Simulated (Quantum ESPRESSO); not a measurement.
# 1T-SnO2, 1 layer, stepped through biaxial strain, part 4 of 6

Aim: how the results for 1T-SnO2, 1 layer change with biaxial strain.

Quantum ESPRESSO 7.5; plane-wave DFT, PBE, GBRV ultrasoft pseudopotentials.

So far. Step 3 (Relaxing the ions, -4 %): The relaxation lowers the energy by 19 meV an atom. Step 6 (Bands along a path, -4 %): Along this path the valence top lies between K and Γ and the conduction bottom at Γ.

**7. Relaxing the ions, -3 %**

m1.relax.in

```
&control
  prefix = 'm1.relax'
  outdir = './out'
  pseudo_dir = './pseudo'
  nstep = 40
  forc_conv_thr = 0.0003
  calculation = 'relax'
  tstress = .true.
/
&system
  ibrav = 0
  nat = 3
  ntyp = 2
  ecutwfc = 50
  ecutrho = 250
  occupations = 'smearing'
  smearing = 'fd'
  degauss = 0.002
/
&electrons
  conv_thr = 1e-09
  mixing_beta = 0.4
  electron_maxstep = 120
  mixing_mode = 'plain'
/
&ions
/
ATOMIC_SPECIES
  O   15.9990  o_pbe_v1.2.uspp.F.UPF
  Sn  118.7100  sn_pbe_v1.4.uspp.F.UPF
CELL_PARAMETERS angstrom
  3.11739619858000 0.00000000000000 0.00000000000000
  -1.55869809929000 2.69974430156000 0.00000000000000
  0.00000000000000 0.00000000000000 16.78885438200000
ATOMIC_POSITIONS crystal
  O   0.666666666700 0.333333333300 0.439298387300
  Sn  0.000000000000 0.000000000000 0.500000000000
  O   0.333333333300 0.666666666700 0.560701612700
K_POINTS automatic
  12 12 1 0 0 0
```

Started as:

```
$ OMP_NUM_THREADS=1 mpirun -n 4 pw.x -nk 4 -in m1.relax.in > m1.relax.out
```

Output:

```text
[banner, memory and clock lines left out]
Program PWSCF v.7.5 starts
[...]
Message from routine setup:
[...]
number of electrons       =        26.00
     number of Kohn-Sham states=           17
     kinetic-energy cutoff     =      50.0000  Ry
     charge density cutoff     =     250.0000  Ry
[...]
number of k points=    19  Fermi-Dirac smearing, width (Ry)=  0.0020
[...]
Dense  grid:    63681 G-vectors     FFT dimensions: (  30,  30, 160)
[...]
negative rho (up, down):  7.284E-04 0.000E+00
     Starting wfcs are   17 randomized atomic wfcs
[...]
negative rho (up, down):  1.699E-04 0.000E+00
[...]
estimated scf accuracy    <       0.83007325 Ry
[...]
negative rho (up, down):  1.648E-04 0.000E+00
[...]
estimated scf accuracy    <       0.06824201 Ry
[...]
negative rho (up, down):  3.132E-04 0.000E+00
[...]
estimated scf accuracy    <       0.01272769 Ry
[...]
negative rho (up, down):  4.325E-04 0.000E+00
[...]
estimated scf accuracy    <       0.00157335 Ry
[...]
negative rho (up, down):  4.922E-04 0.000E+00
[...]
estimated scf accuracy    <       0.00025368 Ry
[...]
negative rho (up, down):  5.283E-04 0.000E+00
[...]
estimated scf accuracy    <       0.00005741 Ry
[...]
negative rho (up, down):  5.490E-04 0.000E+00
[...]
estimated scf accuracy    <       0.00000656 Ry
[...]
negative rho (up, down):  5.622E-04 0.000E+00
[...]
estimated scf accuracy    <       0.00000211 Ry
[...]
negative rho (up, down):  5.699E-04 0.000E+00
[...]
estimated scf accuracy    <       0.00000021 Ry
[...]
negative rho (up, down):  5.745E-04 0.000E+00
[...]
estimated scf accuracy    <          6.3E-09 Ry
[...]
negative rho (up, down):  5.773E-04 0.000E+00
[...]
estimated scf accuracy    <          5.9E-09 Ry
[...]
negative rho (up, down):  5.815E-04 0.000E+00
[...]
the Fermi energy is    -2.1901 ev
!    total energy              =    -223.86414909 Ry
     estimated scf accuracy    <          6.6E-11 Ry
     smearing contrib. (-TS)   =       0.00000000 Ry
     internal energy E=F+TS    =    -223.86414909 Ry
[...]
one-electron contribution =   -1075.45988147 Ry
     hartree contribution      =     545.85736507 Ry
     xc contribution           =     -57.93747569 Ry
     ewald contribution        =     363.67584300 Ry
     convergence has been achieved in  12 iterations
     negative rho (up, down):  5.815E-04 0.000E+00
[...]
Total force =     0.038257     Total SCF correction =     0.000003
[...]
negative rho (up, down):  5.815E-04 0.000E+00
[...]
negative rho (up, down):  6.691E-04 0.000E+00
[...]
negative rho (up, down):  6.050E-04 0.000E+00
[...]
estimated scf accuracy    <       0.00023620 Ry
[...]
negative rho (up, down):  5.840E-04 0.000E+00
[...]
estimated scf accuracy    <       0.00001979 Ry
[...]
negative rho (up, down):  5.781E-04 0.000E+00
[...]
estimated scf accuracy    <       0.00000172 Ry
[...]
negative rho (up, down):  5.771E-04 0.000E+00
[...]
estimated scf accuracy    <       0.00000041 Ry
[...]
negative rho (up, down):  5.771E-04 0.000E+00
[...]
estimated scf accuracy    <       0.00000002 Ry
[...]
negative rho (up, down):  5.774E-04 0.000E+00
[...]
estimated scf accuracy    <          3.8E-09 Ry
[...]
negative rho (up, down):  5.783E-04 0.000E+00
[...]
the Fermi energy is    -2.1740 ev
!    total energy              =    -223.86537282 Ry
     estimated scf accuracy    <          2.0E-10 Ry
     smearing contrib. (-TS)   =       0.00000000 Ry
     internal energy E=F+TS    =    -223.86537282 Ry
[...]
one-electron contribution =   -1071.70357520 Ry
     hartree contribution      =     543.94096868 Ry
     xc contribution           =     -57.91533637 Ry
     ewald contribution        =     361.81257007 Ry
     convergence has been achieved in   7 iterations
     negative rho (up, down):  5.783E-04 0.000E+00
[...]
Total force =     0.025773     Total SCF correction =     0.000041
[...]
negative rho (up, down):  5.783E-04 0.000E+00
[...]
negative rho (up, down):  6.798E-04 0.000E+00
[...]
negative rho (up, down):  6.055E-04 0.000E+00
[...]
estimated scf accuracy    <       0.00028208 Ry
[...]
negative rho (up, down):  5.810E-04 0.000E+00
[...]
estimated scf accuracy    <       0.00002398 Ry
[...]
negative rho (up, down):  5.742E-04 0.000E+00
[...]
estimated scf accuracy    <       0.00000212 Ry
[...]
negative rho (up, down):  5.735E-04 0.000E+00
[...]
estimated scf accuracy    <       0.00000050 Ry
[...]
negative rho (up, down):  5.739E-04 0.000E+00
[...]
estimated scf accuracy    <       0.00000002 Ry
[...]
negative rho (up, down):  5.745E-04 0.000E+00
[...]
estimated scf accuracy    <          4.1E-09 Ry
[...]
negative rho (up, down):  5.750E-04 0.000E+00
[...]
estimated scf accuracy    <          1.4E-10 Ry
[...]
negative rho (up, down):  5.759E-04 0.000E+00
[...]
the Fermi energy is    -2.1567 ev
!    total energy              =    -223.86617350 Ry
     estimated scf accuracy    <          7.7E-11 Ry
     smearing contrib. (-TS)   =       0.00000000 Ry
     internal energy E=F+TS    =    -223.86617350 Ry
[...]
one-electron contribution =   -1067.55861032 Ry
     hartree contribution      =     541.82747516 Ry
     xc contribution           =     -57.89099684 Ry
     ewald contribution        =     359.75595850 Ry
     convergence has been achieved in   8 iterations
     negative rho (up, down):  5.759E-04 0.000E+00
[...]
Total force =     0.012322     Total SCF correction =     0.000030
[...]
negative rho (up, down):  5.759E-04 0.000E+00
[...]
negative rho (up, down):  6.650E-04 0.000E+00
[...]
negative rho (up, down):  5.999E-04 0.000E+00
[...]
estimated scf accuracy    <       0.00023276 Ry
[...]
negative rho (up, down):  5.789E-04 0.000E+00
[...]
estimated scf accuracy    <       0.00001957 Ry
[...]
negative rho (up, down):  5.723E-04 0.000E+00
[...]
estimated scf accuracy    <       0.00000175 Ry
[...]
negative rho (up, down):  5.713E-04 0.000E+00
[...]
estimated scf accuracy    <       0.00000042 Ry
[...]
negative rho (up, down):  5.714E-04 0.000E+00
[...]
estimated scf accuracy    <       0.00000001 Ry
[...]
negative rho (up, down):  5.719E-04 0.000E+00
[...]
estimated scf accuracy    <          2.5E-09 Ry
[...]
negative rho (up, down):  5.723E-04 0.000E+00
[...]
estimated scf accuracy    <          1.1E-10 Ry
[...]
negative rho (up, down):  5.730E-04 0.000E+00
[...]
the Fermi energy is    -2.1483 ev
!    total energy              =    -223.86641559 Ry
     estimated scf accuracy    <          3.8E-11 Ry
     smearing contrib. (-TS)   =       0.00000000 Ry
     internal energy E=F+TS    =    -223.86641559 Ry
[...]
one-electron contribution =   -1063.75095442 Ry
     hartree contribution      =     539.88742960 Ry
     xc contribution           =     -57.86879815 Ry
     ewald contribution        =     357.86590739 Ry
     convergence has been achieved in   8 iterations
     negative rho (up, down):  5.730E-04 0.000E+00
[...]
Total force =     0.000273     Total SCF correction =     0.000025
[...]
negative rho (up, down):  5.730E-04 0.000E+00
[...]
negative rho (up, down):  5.736E-04 0.000E+00
[...]
negative rho (up, down):  5.733E-04 0.000E+00
[...]
estimated scf accuracy    <       0.00000012 Ry
[...]
negative rho (up, down):  5.732E-04 0.000E+00
[...]
estimated scf accuracy    <          9.9E-09 Ry
[...]
negative rho (up, down):  5.731E-04 0.000E+00
[...]
estimated scf accuracy    <          9.0E-10 Ry
[...]
negative rho (up, down):  5.731E-04 0.000E+00
[...]
estimated scf accuracy    <          2.1E-10 Ry
[...]
negative rho (up, down):  5.730E-04 0.000E+00
[...]
the Fermi energy is    -2.1485 ev
!    total energy              =    -223.86641571 Ry
     estimated scf accuracy    <          6.2E-12 Ry
     smearing contrib. (-TS)   =       0.00000000 Ry
     internal energy E=F+TS    =    -223.86641571 Ry
[...]
one-electron contribution =   -1063.66455432 Ry
     hartree contribution      =     539.84346076 Ry
     xc contribution           =     -57.86829998 Ry
     ewald contribution        =     357.82297784 Ry
     convergence has been achieved in   5 iterations
     negative rho (up, down):  5.730E-04 0.000E+00
[...]
Total force =     0.000009     Total SCF correction =     0.000005
[...]
negative rho (up, down):  5.730E-04 0.000E+00
[...]
```

It took 38 s on 4 MPI ranks of Intel Xeon Platinum 8488C (Sapphire Rapids), shared host; peak memory 0.63 GiB.

The steps of the relaxation:

| step | energy less that of the first step (eV) | largest force (eV/Å) |
| --- | --- | --- |
| 1 | 0.0000 | 0.6955 |
| 2 | -0.0167 | 0.4686 |
| 3 | -0.0275 | 0.2240 |
| 4 | -0.0308 | 0.0050 |
| 5 | -0.0308 | 0.0002 |

The atoms that moved most (Å):

| atom | dx | dy | dz | length |
| --- | --- | --- | --- | --- |
| O1 | 0.000 | 0.000 | -0.045 | 0.045 |
| O3 | 0.000 | 0.000 | 0.045 | 0.045 |

The relaxed structure:

```cif
data_structure
_symmetry_space_group_name_H-M 'P 1'
_symmetry_Int_Tables_number 1
_cell_length_a 3.1174
_cell_length_b 3.1174
_cell_length_c 16.7889
_cell_angle_alpha 90.000
_cell_angle_beta 90.000
_cell_angle_gamma 120.000
_cell_volume 141.30
loop_
_atom_site_label
_atom_site_type_symbol
_atom_site_fract_x
_atom_site_fract_y
_atom_site_fract_z
_atom_site_occupancy
O1 O 0.66667 0.33333 0.43663 1
Sn2 Sn 0.00000 0.00000 0.50000 1
O3 O 0.33333 0.66667 0.56337 1
```

The relaxation lowers the energy by 10 meV an atom.

Read from the output:

* free energy: -3045.8578 eV
* Fermi energy: -2.148 eV

**8. Self-consistent run, -3 %**

m1.scf.in

```
&control
  prefix = 'm1.scf'
  outdir = './out'
  pseudo_dir = './pseudo'
  calculation = 'scf'
  tprnfor = .true.
/
&system
  ibrav = 0
  nat = 3
  ntyp = 2
  ecutwfc = 40
  ecutrho = 200
  occupations = 'smearing'
  smearing = 'fd'
  degauss = 0.002
  nbnd = 17
/
&electrons
  conv_thr = 1e-09
  mixing_beta = 0.4
  electron_maxstep = 120
  mixing_mode = 'plain'
/
ATOMIC_SPECIES
  O   15.9990  o_pbe_v1.2.uspp.F.UPF
  Sn  118.7100  sn_pbe_v1.4.uspp.F.UPF
CELL_PARAMETERS angstrom
  3.11739619858000 0.00000000000000 0.00000000000000
  -1.55869809929000 2.69974430156000 0.00000000000000
  0.00000000000000 0.00000000000000 16.78885438200000
ATOMIC_POSITIONS crystal
  O   0.666666666700 0.333333333300 0.436629142800
  Sn  0.000000000000 0.000000000000 0.500000000000
  O   0.333333333300 0.666666666700 0.563370857200
K_POINTS automatic
  12 12 1 0 0 0
```

Started as:

```
$ OMP_NUM_THREADS=1 mpirun -n 4 pw.x -nk 4 -in m1.scf.in > m1.scf.out
```

Output:

```text
[banner, memory and clock lines left out]
Program PWSCF v.7.5 starts
[...]
Message from routine setup:
[...]
number of electrons       =        26.00
     number of Kohn-Sham states=           17
     kinetic-energy cutoff     =      40.0000  Ry
     charge density cutoff     =     200.0000  Ry
[...]
number of k points=    19  Fermi-Dirac smearing, width (Ry)=  0.0020
[...]
Dense  grid:    45449 G-vectors     FFT dimensions: (  27,  27, 144)
[...]
negative rho (up, down):  2.136E-04 0.000E+00
     Starting wfcs are   17 randomized atomic wfcs
[...]
negative rho (up, down):  9.425E-05 0.000E+00
[...]
estimated scf accuracy    <       0.82722160 Ry
[...]
negative rho (up, down):  1.152E-04 0.000E+00
[...]
estimated scf accuracy    <       0.07553038 Ry
[...]
negative rho (up, down):  1.826E-04 0.000E+00
[...]
estimated scf accuracy    <       0.01294960 Ry
[...]
negative rho (up, down):  2.413E-04 0.000E+00
[...]
estimated scf accuracy    <       0.00159805 Ry
[...]
negative rho (up, down):  2.369E-04 0.000E+00
[...]
estimated scf accuracy    <       0.00024842 Ry
[...]
negative rho (up, down):  2.340E-04 0.000E+00
[...]
estimated scf accuracy    <       0.00005145 Ry
[...]
negative rho (up, down):  2.328E-04 0.000E+00
[...]
estimated scf accuracy    <       0.00000500 Ry
[...]
negative rho (up, down):  2.338E-04 0.000E+00
[...]
estimated scf accuracy    <       0.00000067 Ry
[...]
negative rho (up, down):  2.343E-04 0.000E+00
[...]
estimated scf accuracy    <       0.00000021 Ry
[...]
negative rho (up, down):  2.348E-04 0.000E+00
[...]
estimated scf accuracy    <          2.9E-09 Ry
[...]
negative rho (up, down):  2.351E-04 0.000E+00
[...]
estimated scf accuracy    <          6.0E-09 Ry
[...]
negative rho (up, down):  2.353E-04 0.000E+00
[...]
estimated scf accuracy    <          1.3E-09 Ry
[...]
negative rho (up, down):  2.356E-04 0.000E+00
[...]
the Fermi energy is    -2.1387 ev
!    total energy              =    -223.85930586 Ry
     estimated scf accuracy    <          2.4E-10 Ry
     smearing contrib. (-TS)   =       0.00000000 Ry
     internal energy E=F+TS    =    -223.85930586 Ry
[...]
one-electron contribution =   -1063.65965503 Ry
     hartree contribution      =     539.84706757 Ry
     xc contribution           =     -57.86969613 Ry
     ewald contribution        =     357.82297773 Ry
     convergence has been achieved in  13 iterations
     negative rho (up, down):  2.356E-04 0.000E+00
[...]
Total force =     0.000404     Total SCF correction =     0.000007
[...]
```

It took 8.8 s on 4 MPI ranks; peak memory 0.44 GiB; 34 s of CPU time.

Numbers from this step:

| Item | Value |
| --- | --- |
| free energy | -3045.7610 eV |
| Fermi energy | -2.139 eV |
| valence top, on the run's zero | -4.252 eV |
| conduction bottom, on the run's zero | -1.061 eV |
| gap by band count | 3.191 eV |

(Part 4 of 6 ends here.)

[Logs are printed without paths, hosts, clocks, repeated set-up lines and the standing remarks that a program may print on its own settings, such as how far it seeks lower states.]

[Hosts, paths, dates, database ids (printed as entryN), source tags and the programs' standing remarks are cut or masked in the printed files.]

[Maps of the electrostatic potential energy from Ansatz leave out the sawtooth potential of an applied field or a dipole correction, so their vacuum need not be flat; planar profiles and work functions include it.]
